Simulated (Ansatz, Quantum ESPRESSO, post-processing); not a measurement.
# vacuum gap of 6.0 Å between two Co(111) faces: ballistic transmission, part 4 of 4

How well does the junction conduct in the ballistic limit? It is: vacuum gap of 6.0 Å between two Co(111) faces.

Quantum ESPRESSO 7.5; plane-wave DFT, PBE, GBRV ultrasoft pseudopotentials; cross-check by Ansatz 0.2.0 with PAW datasets.

So far. Step 2 (Ground state): The run needed 20 iterations to bring the estimated error under 1e-07 Ry; the largest force on any atom, held or free, is 0.45 eV/Å. The cell keeps a moment of 20.0 μB. Step 3 (The open system, spin up): At no point does T exceed the number of channels.

### 8. The same in Ansatz

As a check, the same structure is run in Ansatz.

Level of this step: plane-wave DFT, PBE, Ansatz PAW (Ansatz 0.2.0).

input.yaml

```yaml
crystal:
  lattice:
    - [2.4890158698, 0.0, 0.0]
    - [1.2445079349, 2.1555509736, 0.0]
    - [0.0, 0.0, 28.355002423]
  atoms:
    - { symbol: Co, position: [0.0, 0.0, 0.0], spin: 1.7 }
    - { symbol: Co, position: [0.333333333, 0.333333333, 0.071672466], spin: 1.7 }
    - { symbol: Co, position: [0.666666667, 0.666666667, 0.143344932], spin: 1.7 }
    - { symbol: Co, position: [0.0, 0.0, 0.215017398], spin: 1.7 }
    - { symbol: Co, position: [0.333333333, 0.333333333, 0.2866898641], spin: 1.7 }
    - { symbol: Co, position: [0.666666667, 0.666666667, 0.3583623301], spin: 1.7 }
    - { symbol: Co, position: [0.0, 0.0, 0.5699652039], spin: 1.7 }
    - { symbol: Co, position: [0.333333333, 0.333333333, 0.6416376699], spin: 1.7 }
    - { symbol: Co, position: [0.666666667, 0.666666667, 0.7133101359], spin: 1.7 }
    - { symbol: Co, position: [0.0, 0.0, 0.784982602], spin: 1.7 }
    - { symbol: Co, position: [0.333333333, 0.333333333, 0.856655068], spin: 1.7 }
    - { symbol: Co, position: [0.666666667, 0.666666667, 0.928327534], spin: 1.7 }
magnetization:
  spin_polarized: true
kpoints:
  mp_grid: { grid: [11, 11, 1] }
hamiltonian:
  xc: pbe
scf:
  occupations: { method: fermi_dirac, width: 0.1 }
  convergence: { dr2_threshold: 1.0e-08 }
output:
  transmission: { leads: [[0, 3]], e_range: [-0.4, 0.4], de: 0.4, kmesh: [12, 12] }
  write_potential: true
  write_density: true
  volumetric_format: npy
```

Run with:

```console
> ansatz run input.yaml --threads 4 --pin off --max-ram 8192MiB --backend cpu --events-out ev --progress --plain --runs-dir out
```

Numbers of over 12 decimals in the logs are rounded to 6 here.

Output:

```text
Engine: ansatz 0.2.0, aarch64-unknown-linux-gnu
Pseudopotentials: kind: paw
Pseudopotential: Co, paw, valence charge 17, recommended cutoff 420 eV (normal), Co.paw.azcp
Functional definition: PBE
  parameter kappa = 0.804
  parameter beta = 0.066725
  exchange = pbe_x(kappa = kappa, mu = beta*pi^2/3)
  correlation = pbe_c(beta = beta)
Crystal: 12 atoms, lattice volume = 152.130 Å³
Basis set: ecut = 420 eV, 2861 PW (Γ)
Bands: 135, of which v1, the nominal top of the filled ones, is band 102 counted from 1 (101 counted from 0)
Symmetry: 12 space group operations
Space group: P-3m1 (ITA 164), of the structure as read, at distance tolerance 5.3e-5 Å
Magnetic group: BNS 164.85 (UNI 1315), of the structure as read, at distance tolerance 5.3e-5 Å
k-points: 16 of 121
Non-local potential: Co, projectors of the file, l = 0: 3, l = 1: 2, l = 2: 3, l = 3: 1
PAW form: soft (Blöchl's): semilocal exchange-correlation on the pseudo side does not see the compensation charge
PAW one-centre angular grid: Co, 590 points (default); XC on 64 Gauss nodes
Initial density: superposition of atomic densities (neutral atoms: chi_scale 0, normalization atom)
Starting moments: Σ|m| = 20.4 μB on 12 of 12 sites
Initial wavefunctions: pseudopotential atomic-orbital guess
Functional: x = pbe(κ = 0.804, μ = 0.219515), c = pbe(β = 0.066725)
SCF iter   1: F=—  HF=-61508.155168 eV  |F-HF|=—  |Δ(HF+E_count)|=         —  Δρ=9.86e-2 (↑2.18e-2 ↓9.86e-2)  dr2=2.17e1  dr2_m=2.86e0  M=20.773 μB ∫|m|=21.477 μB  β_m=0.30  ethr=3.10e-3  ⟨swp⟩=6.0  Hψ=15217  notcnv=0  defer=206
Mixer restart at iter 1: flushing history
preconditioner: auto → LDOS  [metal: Δε(μ)=0.017 eV  Ē_g=8.021 eV  σ=0.100 eV  W_gap=0.04  n_scr=24 (ndim 8)  ℏωp=31.3 eV  f_vac=0.115  D(μ)=14.83/eV (n_scr^D=198)]
spin=Collinear: LDOS preconditioning applied to the charge; magnetization (m = ρ↑ − ρ↓) channel mixes plain (no charge-response kernel on spin).
SCF iter   2: F=—  HF=-61504.641920 eV  |F-HF|=—  |Δ(HF+E_count)|=    3.51e0  Δρ=4.13e-2 (↑4.13e-2 ↓3.63e-2)  dr2=7.96e-1  dr2_m=2.01e0  M=20.915 μB ∫|m|=21.920 μB  β_m=0.35  ethr=3.10e-3  ⟨swp⟩=2.2  Hψ=7242  notcnv=0  defer=374
SCF iter   3: F=—  HF=-61508.600061 eV  |F-HF|=—  |Δ(HF+E_count)|=    3.96e0  Δρ=2.26e-2 (↑2.17e-2 ↓2.26e-2)  dr2=1.19e-1  dr2_m=6.59e-1  M=20.542 μB ∫|m|=21.789 μB  β_m=0.51  ethr=3.90e-4  ⟨swp⟩=3.1  Hψ=7790  notcnv=0  defer=373
SCF iter   4: F=—  HF=-61511.957007 eV  |F-HF|=—  |Δ(HF+E_count)|=    3.36e0  Δρ=9.76e-3 (↑9.76e-3 ↓5.34e-3)  dr2=2.57e-1  dr2_m=1.48e-2  M=20.014 μB ∫|m|=21.659 μB  β_m=0.58  ethr=5.84e-5  ⟨swp⟩=2.7  Hψ=8568  notcnv=0  defer=380
SCF iter   5: F=—  HF=-61512.328830 eV  |F-HF|=—  |Δ(HF+E_count)|=   3.72e-1  Δρ=4.53e-3 (↑4.53e-3 ↓3.30e-3)  dr2=7.91e-2  dr2_m=2.98e-3  M=19.872 μB ∫|m|=21.619 μB  β_m=0.70  ethr=5.84e-5  ⟨swp⟩=2.0  Hψ=7580  notcnv=0  defer=382
SCF iter   6: F=—  HF=-61512.410882 eV  |F-HF|=—  |Δ(HF+E_count)|=   8.21e-2  Δρ=2.30e-3 (↑2.30e-3 ↓1.82e-3)  dr2=2.04e-2  dr2_m=6.62e-4  M=19.813 μB ∫|m|=21.615 μB  β_m=0.78  ethr=3.88e-5  ⟨swp⟩=2.0  Hψ=7206  notcnv=0  defer=384
SCF iter   7: F=—  HF=-61512.429303 eV  |F-HF|=—  |Δ(HF+E_count)|=   1.84e-2  Δρ=9.51e-4 (↑8.50e-4 ↓9.51e-4)  dr2=6.68e-3  dr2_m=1.26e-4  M=19.759 μB ∫|m|=21.603 μB  β_m=0.62  ethr=1.00e-5  ⟨swp⟩=2.3  Hψ=7118  notcnv=0  defer=384
SCF iter   8: F=—  HF=-61512.428552 eV  |F-HF|=—  |Δ(HF+E_count)|=   7.50e-4  Δρ=1.96e-4 (↑1.76e-4 ↓1.96e-4)  dr2=3.18e-4  dr2_m=1.49e-5  M=19.759 μB ∫|m|=21.608 μB  β_m=0.62  ethr=3.28e-6  ⟨swp⟩=2.1  Hψ=5546  notcnv=0  defer=385
SCF iter   9: F=—  HF=-61512.428551 eV  |F-HF|=—  |Δ(HF+E_count)|=   1.26e-6  Δρ=1.58e-4 (↑1.58e-4 ↓1.12e-4)  dr2=6.84e-5  dr2_m=1.17e-5  M=19.758 μB ∫|m|=21.609 μB  β_m=0.57  ethr=1.56e-7  ⟨swp⟩=2.1  Hψ=6424  notcnv=0  defer=388
SCF iter  10: F=—  HF=-61512.428539 eV  |F-HF|=—  |Δ(HF+E_count)|=   1.19e-5  Δρ=7.55e-5 (↑5.11e-5 ↓7.55e-5)  dr2=1.30e-5  dr2_m=3.69e-6  M=19.758 μB ∫|m|=21.609 μB  β_m=0.67  ethr=3.35e-8  ⟨swp⟩=2.0  Hψ=6051  notcnv=0  defer=388
SCF iter  11: F=—  HF=-61512.428541 eV  |F-HF|=—  |Δ(HF+E_count)|=   1.42e-6  Δρ=4.74e-5 (↑4.74e-5 ↓4.10e-5)  dr2=7.51e-6  dr2_m=1.17e-7  M=19.758 μB ∫|m|=21.610 μB  β_m=0.55  ethr=6.36e-9  ⟨swp⟩=2.6  Hψ=7118  notcnv=0  defer=387
SCF iter  12: F=—  HF=-61512.428539 eV  |F-HF|=—  |Δ(HF+E_count)|=   1.20e-6  Δρ=1.36e-5 (↑5.64e-6 ↓1.36e-5)  dr2=7.96e-7  dr2_m=8.45e-8  M=19.758 μB ∫|m|=21.610 μB  β_m=0.67  ethr=3.68e-9  ⟨swp⟩=2.0  Hψ=5933  notcnv=0  defer=388
SCF iter  13: F=—  HF=-61512.428539 eV  |F-HF|=—  |Δ(HF+E_count)|=   3.41e-8  Δρ=6.98e-6 (↑6.98e-6 ↓5.06e-6)  dr2=1.77e-7  dr2_m=2.23e-8  M=19.758 μB ∫|m|=21.610 μB  β_m=0.70  ethr=3.90e-10  ⟨swp⟩=2.2  Hψ=6123  notcnv=0  defer=388
SCF iter  14: F=—  HF=-61512.428539 eV  |F-HF|=—  |Δ(HF+E_count)|=   1.08e-8  Δρ=3.94e-6 (↑3.57e-6 ↓3.94e-6)  dr2=5.60e-8  dr2_m=4.87e-9  M=19.758 μB ∫|m|=21.610 μB  β_m=0.67  ethr=8.69e-11  ⟨swp⟩=2.4  Hψ=7076  notcnv=0  defer=388
SCF iter  15: F=—  HF=-61512.428539 eV  |F-HF|=—  |Δ(HF+E_count)|=  3.78e-10  Δρ=2.17e-6 (↑2.17e-6 ↓2.16e-6)  dr2=1.93e-8  dr2_m=1.04e-9  M=19.758 μB ∫|m|=21.610 μB  β_m=0.56  ethr=2.74e-11  ⟨swp⟩=2.5  Hψ=7479  notcnv=0  defer=388
SCF iter  16: F=—  HF=-61512.428539 eV  |F-HF|=—  |Δ(HF+E_count)|=   2.48e-9  Δρ=1.41e-6 (↑8.19e-7 ↓1.41e-6)  dr2=1.39e-8  dr2_m=3.63e-10  M=19.758 μB ∫|m|=21.610 μB  β_m=0.56  ethr=9.44e-12  ⟨swp⟩=2.5  Hψ=7797  notcnv=0  defer=388
SCF iter  17: F=-61512.428539 eV  HF=-61512.428539 eV  |F-HF|=2.91e-10  |Δ(HF+E_count)|=   1.48e-9  Δρ=3.78e-7 (↑1.77e-7 ↓3.78e-7)  dr2=3.98e-10  dr2_m=4.46e-11  M=19.758 μB ∫|m|=21.610 μB  ethr=4.90e-12  ⟨swp⟩=9.8  Hψ=17417  notcnv=0
SCF 1 converged in 17 iterations: F = -61512.428539 eV  dr2 = 3.98e-10
  greatest PAW one-centre occupation: 1.001 electrons in one spin orbital (limit 2), on the Co atom at site 6 (counted from 0), in its partial waves of l = 1
transmission: 168 of 1672 steps passed
transmission: 335 of 1672 steps passed
[...]
transmission: 1672 of 1672 steps passed
SCF converged after 17 iterations
Magnetization: 19.7578 μB (111.8789 up, 92.1211 down)
Absolute magnetization: 21.6153 μB (∫|ρ↑−ρ↓|, with the PAW one-centre terms)
Spin contamination: 0.3519 ħ² per cell (⟨S²⟩ above its minimum at these occupations)
Per-site moments (μB) at R_I (Å): [(1.693598, 1.026719), (1.694545, 1.026719), (1.697229, 1.026719), (1.687167, 1.026719), (1.722405, 1.026719), (1.798513, 1.026719), (1.798513, 1.026719), (1.722405, 1.026719), (1.687167, 1.026719), (1.697229, 1.026719), (1.694545, 1.026719), (1.693598, 1.026719)]
Free energy (F): -61512.428539 eV
Harris-Foulkes:  -61512.428539 eV  (|F-HF|=2.91e-10)
Internal energy: -61511.973069 eV  (E = F + TS)
E sigma→0 (E₀):  -61512.200804 eV
Entropy (-TS):   -0.455470 eV (-37.956 meV/atom)
Fermi energy:    15.434704 eV
--- Per-component energies (eV) ---
  E_band       = -3605.060673
  E_kinetic    = 5437.071373
  E_local      = -101149.232602  (includes V_loc(G=0)·N_el)
  E_nonlocal   = 5454.199567
  E_hartree    = 47488.164840
  E_xc         = -1904.251248
  E_vxc        = -2456.973112  (∫ρ·V_xc dr)
  E_paw        = -18184.335073  (= ΣΔE_a)
  E_vpaw       = -5866.460575  (= ΣTr[D̂ρ^β])
  E_aug_tail   = 0.001129  (compensation charges beyond the density's cutoff)
  E_ewald      = 1346.408946
  E_smearing   = -0.455470  (= −TS)
  E_closure    = -0.000000  (closes the sum)
  Σ components = -61512.428539   (vs F -61512.428539, Δ=0.00e0)
--- Band table (eV; the first three rows and the last of 32) ---
  k-point 0 ↑: bands = [... 98 lower, 13.7434, 13.7559, 13.7559, 13.7809, 13.7855, 13.7855, 13.8934, 13.8934, ... 29 higher]
  k-point 1 ↑: bands = [... 98 lower, 13.6253, 13.6823, 13.7128, 13.7448, 13.7869, 13.8063, 13.8435, 13.8692, ... 29 higher]
  k-point 2 ↑: bands = [... 98 lower, 13.5209, 13.5750, 13.6141, 13.7128, 13.7365, 13.8097, 13.8964, 13.9355, ... 29 higher]
  k-point 15 ↓: bands = [... 98 lower, 16.2011, 16.2513, 16.2979, 16.3541, 16.3803, 16.4281, 16.4289, 16.4524, ... 29 higher]
--- Transmission ---
  basis      : 43 plane waves across, 44 finite elements along
  points     : 19, standing for a mesh of 12 x 12
  energies   : 3 from -0.400000 to 0.400000 eV about the Fermi level, 0.400000 eV apart; the leads are filled to 0.000000 eV, and channels, transmission and decay are at 0.000000 eV
  crystal 0  : Co3, at the sites [0, 3], period 6.0968 Å, over 24.39 Å; its Hamiltonian steps by up to 1335.5 meV: too much for a lead, lay more layers or, if its atoms are ordered, name the step of that order
    offset         : up to 0.0000 Å between an atom of the period and one for which it stands
    channels       : 6.458333e-1 up, 1.541667e0 down
    conductance    : none, the energies end too early or step too widely for 300 K: set another output.transmission.e_range or a lower de, or, where they end at an eighth of basis.ecutwfc, a higher one
    slowest decay  : 0.1411 /Å at (0.0000, 0.0000)
  junction   : crystal 0 to crystal 0, -0.32 to 21.94 Å
    transmission   : 6.348997e-3 up, 2.668553e-3 down
    conductance    : none, the energies end too early or step too widely for 300 K: set another output.transmission.e_range or a lower de, or, where they end at an eighth of basis.ecutwfc, a higher one
```

Run time: 30 s. Hardware: 4 threads of Arm Neoverse V2, shared host; peak memory 0.99 GiB.

Read from the output:

| Quantity | Value |
| --- | --- |
| free energy | -61512.4285 eV |
| energy at zero smearing | -61512.2008 eV |
| smearing term TS | 0.4555 eV |
| Fermi energy | 15.43 eV |
| magnetization | 19.76 μB |
| absolute magnetization | 21.62 μB |
| symmetry operations | 12 |
| transmission at the Fermi level, spin up | 0.006349 |
| transmission at the Fermi level, spin down | 0.002669 |
| lead channels, spin down | 1.542 |
| step of the lead's Hamiltonian over a period | 1336 meV |

Per spin; mean over the k mesh across the current. Table of transmission, zone mean by energy, zero at the Fermi level:

```
energy (eV)       up     down
     -0.400  0.00358  0.00644
      0.000  0.00635  0.00267
      0.400   0.0142  0.00410
```

Per spin; mean over the k mesh across the current. The open channels, zone mean by energy, zero at the Fermi level:

```
energy (eV)     up  down
     -0.400  0.562  1.04
      0.000  0.646  1.54
      0.400  0.729  1.47
```

### 9. All levels side by side

All levels:

```
  step  T at the Fermi level (sum over the spins)  conductance (G0)  r.m.s. T(E) from the first  CPU time of the step (s)  peak memory (GiB)
Ansatz                                   0.009018                 -                           0                     109.5              0.995
pwcond                                    0.01138          0.005691                    0.004219                     260.6                  -
```

Sum over both spins; mean over the k mesh across the current. Transmission, zone mean against energy, zero at the Fermi level:

```
energy (eV)   Ansatz   pwcond
     -0.400   0.0100  0.00595
      0.000  0.00902   0.0114
      0.400   0.0183   0.0239
```

### 10. Worked from the printed numbers

G = 0.00569 × 77.48 µS = 0.441 µS a cell. Times the area of 5.365 Å², the resistance-area product is A/G = 122 fΩ m², the leads' contact resistance included.

### 11. Summary of results

```yaml
conductance_from_t_at_the_fermi_level_a_cell: 0.00569 G₀
conductance_per_area: 8.22 S/μm²
spin_polarisation_of_the_transmission: 0.41
the_same_conductance_by_ansatz: 0.00451 G₀
```

In words: The junction conducts 0.00569 G₀ a cell at the Fermi level (PBE, GBRV ultrasoft). At the Fermi level the junction passes 0.51 % of what the leads offer, the tunnelling regime. At the Fermi level pwcond and Ansatz differ by 26 %; unlike potentials, short leads and band edges at slightly different energies can each add to that; the cause was not traced. Ansatz finds a step of 1336 meV across the lead's period inside the junction cell: the lead is too short to be bulk-like, which bears on both codes. The codes count unlike numbers of lead channels on 4 % of the mesh. Points with over 2.5 times the mean carry 84 % of T, so the mean leans on few points, and the mesh was not tested. Over -0.4 to 0.4 eV, T lies between 0.0043 and 0.019 for spin up and 0.0017 and 0.0046 for spin down. The geometry is as built, not relaxed, and the leads are short. Semilocal functionals lack the image potential in a vacuum gap.

[Logs are printed without paths, hosts, clocks, repeated set-up lines and the standing remarks that a program may print on its own settings, such as how far it seeks lower states.]

[Hosts, paths, dates, database ids (printed as entryN), source tags and the programs' standing remarks are cut or masked in the printed files.]

[Maps of the electrostatic potential energy from Ansatz leave out the sawtooth potential of an applied field or a dipole correction, so their vacuum need not be flat; planar profiles and work functions include it.]
